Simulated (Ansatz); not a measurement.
Rows from a G0W0 calculation on WSi2N4/WSi2N4 (MoSi2N4 type multilayer) (Ansatz 0.2.0; G0W0 on PBEsol, plane waves, PAW; PAW set soft_1; 9×9×1 mesh, 482 empty bands, screening to 65 eV, PAW set soft_1 files), in eV. Spin-orbit coupling is left out.

| row | k | band | start | Σx | Σc at the solution | Vxc |
| --- | --- | --- | --- | --- | --- | --- |
| A | (0.333, 0.333, 0.000) | c2 | -3.099 | -16.730 | -3.244 | -20.913 |
| B | Γ | c1 | -2.220 | -15.182 | -3.716 | -19.979 |
| C | Γ | v1 | -5.087 | -20.814 | 1.212 | -19.734 |
| D | (0.333, 0.333, 0.000) | c1 | -3.102 | -16.692 | -3.244 | -20.876 |
| E | (0.333, 0.333, 0.000) | v1 | -5.533 | -20.717 | 1.197 | -19.673 |
| F | Γ | v2 | -5.207 | -20.651 | 1.132 | -19.639 |

Q: Work out each quasiparticle level and how far it moved.

The quasiparticle equation reads E = start + Σx + Σc(E) − Vxc.

| row | E (eV) | shift (eV) |
| --- | --- | --- |
| A | -2.159 | +0.940 |
| B | -1.139 | +1.081 |
| C | -4.955 | +0.132 |
| D | -2.162 | +0.940 |
| E | -5.381 | +0.153 |
| F | -5.087 | +0.120 |

The gap over the computed points goes from 1.99 eV to 2.79 eV.

Limits: not at the basis limit; coarse mesh for a sheet; no spin-orbit coupling.

[Runs of the session that timed out or met a known fault of the program may be left out.]

[Cells called generated may have been cut or substituted from an entry of the Crystallography Open Database or the Materials Project.]

[Hosts, paths, dates, database ids (printed as entryN), source tags and the programs' standing remarks are cut or masked in the printed files.]
